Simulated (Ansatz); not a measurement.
# MgIF: complex band structure, part 3 of 3

Aim: relax a made-up compound, MgIF, and see how good a tunnel barrier it would be. It is built by putting I for part of the F in the MgF2 structure of space group P4_2/mnm, with the volume rescaled by atomic radii. The parent structure comes from the Materials Project.

Ansatz 0.2.0; LDA DFT, plane waves, PAW files (the session's first sound run).

So far, gap on the k-mesh (eV): step 3 (band edges, LDA) 1.53; step 4 (complex bands, plane (010), k-mesh 4×6×4, LDA) 1.53; step 5 (complex bands, plane (100), LDA) 1.53; step 6 (r2SCAN, cutoff 500 eV) 2.37.

The structure was built from a prototype and need not be the compound's stable phase.

### 7. Complex bands at another level, cutoff 500 eV

This step: r2SCAN DFT, plane waves, PAW files; complex bands by layer matching along the plane's normal (Ansatz 0.2.0).

The complex bands at that level, over its own gap, at (0, 0) and (0.5, 0).

input.yaml reads:

```yaml
crystal:
  lattice:
    - [5.504880417, 0.0, 0.0]
    - [0.0, 3.623053242, 0.0]
    - [0.0, 0.0, 6.49741339]
  atoms:
    - { symbol: Mg, position: [0.5302397941, 0.5, 0.3343908854] }
    - { symbol: Mg, position: [0.0302397941, 0.0, 0.1656091146] }
    - { symbol: F, position: [0.7218955615, 0.0, 0.3272367289] }
    - { symbol: I, position: [0.7478646444, 0.5, 0.9192414355] }
    - { symbol: I, position: [0.2478646444, 0.0, 0.5807585645] }
    - { symbol: F, position: [0.2218955615, 0.5, 0.1727632711] }
kpoints:
  mp_grid: { grid: [4, 6, 4] }
scf:
  occupations: { method: fixed }
hamiltonian:
  xc: r2scan
output:
  eigenvalues: true
  transmission:
    leads: [[0, 0]]
    kpoints: [[0.0, 0.0], [0.5, 0.0]]
    e_range: [-1.0, 3.37]
    de: 0.07
```

Started as:

```sh
> ansatz run input.yaml --threads 2 --pin off --max-ram 4096MiB --backend cpu --events-out ev --progress --plain --runs-dir out
```

Numbers of over 12 decimals in the logs are rounded to 6 here.

The log of the run:

```text
[...]
Crystal: 6 atoms, lattice volume = 129.587 Å³
Basis set: ecut = 500 eV, 3287 PW (Γ), exchange–correlation on 180×108×192 points (64 copies of the dense FFT grid, shifted against one another)
Bands: 41, of which v1, the nominal top of the filled ones, is band 34 counted from 1 (33 counted from 0)
Symmetry: 4 space group operations
[...]
k-points: 36 of 96 (time reversal used)
[...]
SCF iter   1: F=—  HF=-20535.835693 eV  |F-HF|=—  |Δ(HF+E_count)|=         —  Δρ=6.31e-3  dr2=3.70e-2  dr2_τ=7.14e-2  ethr=1.77e-3  ⟨swp⟩=5.1  Hψ=5147  notcnv=0  defer=174
[...]
SCF iter   7: F=-20535.946961 eV  HF=-20535.946961 eV  |F-HF|=1.06e-8  |Δ(HF+E_count)|=   1.24e-7  Δρ=7.08e-6  dr2=5.58e-8  dr2_τ=2.43e-9  ethr=1.47e-10  ⟨swp⟩=13.2  Hψ=7093  notcnv=0
SCF 1 converged in 7 iterations: F = -20535.946961 eV  dr2 = 5.58e-8
[...]
transmission: 9 of 18 steps passed
transmission: 18 of 18 steps passed
SCF converged after 7 iterations
Free energy (F): -20535.946961 eV
[...]
Internal energy: -20535.946961 eV  (E = F + TS)
E sigma→0 (E₀):  -20535.946961 eV
Fermi energy:    6.665565 eV
[...]
--- Band table (eV; the first three rows and the last of 36) ---
  k-point 0: bands = [... 30 lower, 4.4910, 4.8198, 6.1221, 6.5985, 9.0332, 9.5891, 12.2806, 12.9679, ... 3 higher]
  k-point 1: bands = [... 30 lower, 4.1051, 4.8895, 6.0782, 6.6347, 9.6304, 10.1931, 12.5659, 12.7349, ... 3 higher]
  k-point 2: bands = [... 30 lower, 3.6600, 4.9562, 6.0396, 6.6656, 10.8890, 10.9056, 11.4259, 13.1757, ... 3 higher]
  k-point 35: bands = [... 30 lower, 4.3798, 4.3798, 4.6394, 4.6394, 10.7851, 10.7851, 12.4571, 12.4571, ... 3 higher]
--- Transmission ---
  basis      : 205 plane waves across, 9 finite elements along
  points     : 2, as listed
[...]
crystal 0  : I2Mg2F2, at the sites [0, 0], period 6.4974 Å: whole cells are its period
[...]
channels       : 0.000000e0 a spin
[...]
slowest decay  : 0.2752 /Å at (0.0000, 0.0000)
```

It took 45 s on 2 threads of Intel Xeon Platinum 8375C at 2.90GHz (Ice Lake), shared host; peak memory 0.97 GiB.

This step gave:

| Item | Value |
| --- | --- |
| level to which the leads are filled | 1.184 eV from the Fermi level |
| decay constant at the filling level, zone centre | 0.2752 Å⁻¹ |
| decay constant at the filling level, slowest listed point | 0.2752 Å⁻¹ |

K parallel (0, 0); values up to 1.5 1/Å, a degenerate pair printed once or twice; energies at which all values exceed this have no row. Table of Im kz of the slowest decaying states by energy, zero at the highest filled level on the SCF mesh:

| energy (eV) | decay 1 (Å⁻¹) | decay 2 (Å⁻¹) | decay 3 (Å⁻¹) | decay 4 (Å⁻¹) |
| --- | --- | --- | --- | --- |
| -1.00 | 0.295 | 0.480 | 0.522 | 0.534 |
| -0.79 | 0.306 | 0.392 | 0.479 | 0.572 |
| -0.58 | 0.313 | 0.476 | 0.615 | 1.12 |
| -0.37 | 0.294 | 0.318 | 0.471 | 0.655 |
| -0.16 | 0.260 | 0.320 | 0.464 | 0.692 |
| -0.02 | 0.32 | 0.458 | 0.717 | 1.05 |
| 0.12 | 0.319 | 0.390 | 0.451 | 0.743 |
| 0.33 | 0.315 | 0.440 | 0.595 | 0.783 |
| 0.54 | 0.309 | 0.427 | 0.768 | 0.828 |
| 0.75 | 0.301 | 0.412 | 0.861 | 0.883 |
| 0.96 | 0.289 | 0.395 | 0.882 | 0.964 |
| 1.17 | 0.275 | 0.376 | 0.899 | 1.04 |
| 1.38 | 0.257 | 0.355 | 0.911 | 1.02 |
| 1.59 | 0.235 | 0.332 | 0.920 | 0.999 |
| 1.80 | 0.207 | 0.306 | 0.925 | 0.928 |
| 2.01 | 0.168 | 0.277 | 0.859 | 0.933 |
| 2.22 | 0.111 | 0.244 | 0.811 | 0.937 |
| 2.50 | 0.191 | 0.758 | 0.912 | 0.940 |
| 2.71 | 0.137 | 0.724 | 0.889 | 0.940 |
| 2.92 | 0.0169 | 0.691 | 0.866 | 0.940 |
| 3.13 | 0.660 | 0.842 | 0.939 | 1.21 |
| 3.34 | 0.630 | 0.818 | 0.937 | 1.20 |

K parallel (0.5, 0); values up to 1.5 1/Å, a degenerate pair printed once or twice; energies at which all values exceed this have no row. Im kz of the slowest decaying states against energy, zero at the highest filled level on the SCF mesh:

| energy (eV) | decay 1 (Å⁻¹) | decay 2 (Å⁻¹) | decay 3 (Å⁻¹) | decay 4 (Å⁻¹) |
| --- | --- | --- | --- | --- |
| -1.00 | 0.348 | 0.841 | 1.21 | 1.22 |
| -0.86 | 0.378 | 0.802 | 1.20 | 1.22 |
| -0.65 | 0.417 | 0.719 | 1.17 | 1.22 |
| -0.51 | 0.439 | 0.630 | 1.15 | 1.23 |
| -0.30 | 0.285 | 0.469 | 1.12 | 1.25 |
| -0.16 | 0.487 | 0.594 | 1.10 | 1.26 |
| -0.02 | 0.504 | 0.686 | 1.07 | 1.27 |
| 0.05 | 0.512 | 0.715 | 1.06 | 1.28 |
| 0.19 | 0.527 | 0.760 | 1.03 | 1.29 |
| 0.40 | 0.548 | 0.805 | 0.990 | 1.32 |
| 0.54 | 0.561 | 0.827 | 0.961 | 1.34 |
| 0.75 | 0.578 | 0.853 | 0.916 | 1.37 |
| 0.89 | 0.589 | 0.867 | 0.885 | 1.39 |
| 1.10 | 0.603 | 0.838 | 0.883 | 1.42 |
| 1.24 | 0.610 | 0.807 | 0.892 | 1.39 |
| 1.45 | 0.620 | 0.761 | 0.903 | 1.35 |
| 1.59 | 0.624 | 0.730 | 0.909 | 1.33 |
| 1.80 | 0.628 | 0.685 | 0.916 | 1.29 |
| 1.94 | 0.629 | 0.655 | 0.920 | 1.27 |
| 2.15 | 0.610 | 0.628 | 0.924 | 1.24 |
| 2.29 | 0.580 | 0.625 | 0.926 | 1.22 |
| 2.50 | 0.534 | 0.618 | 0.929 | 1.20 |
| 2.64 | 0.502 | 0.611 | 0.930 | 1.18 |
| 2.85 | 0.451 | 0.600 | 0.931 | 1.16 |
| 2.99 | 0.414 | 0.590 | 0.931 | 1.14 |
| 3.20 | 0.350 | 0.574 | 0.574 | 0.930 |
| 3.34 | 0.298 | 0.561 | 0.929 | 1.10 |

At the listed wavevectors the last open channel is at -0.02 eV and the next at +2.43 eV on the grid. At +1.17 eV, the grid energy nearest the filling level (the middle of the gap on the SCF mesh), the slowest state at the listed wavevectors decays with κ = 0.275 Å⁻¹, its amplitude falling by e over 3.6 Å; the first such run, plane (010), gave 0.218 Å⁻¹.

### 8. Results

```yaml
band_gap: 1.53 eV
least_decay_constant_at_mid_gap_normal_to_010: 0.218 Å⁻¹
least_decay_constant_at_mid_gap_normal_to_100: 0.146 Å⁻¹
least_decay_constant_r2scan: 0.275 Å⁻¹
```

**Reading.** With LDA, the slowest decay at the wavevectors tried is κ = 0.146 Å⁻¹, normal to (100). Through such a film the transmission near mid-gap falls as exp(−2κd), a factor of ten every 7.9 Å. The decay depends on direction: 1.5 times faster normal to (010). A free electron under a barrier of half the gap would need a mass of 0.11 mₑ to decay at this rate. With r2SCAN the gap goes from 1.53 to 2.37 eV and the decay constant, over the first 2 listed wavevectors, from 0.218 to 0.275 Å⁻¹. The compound is made up by substitution; its stability against other phases and against distortions of the cell's symmetry was not tested. A semilocal functional narrows gaps, while spin-orbit coupling, left out here, narrows them in compounds of heavy elements, so the error in κ can go either way.

[Logs are printed without paths, hosts, clocks, repeated set-up lines and the standing remarks that a program may print on its own settings, such as how far it seeks lower states.]

[Hosts, paths, dates, database ids (printed as entryN), source tags and the programs' standing remarks are cut or masked in the printed files.]
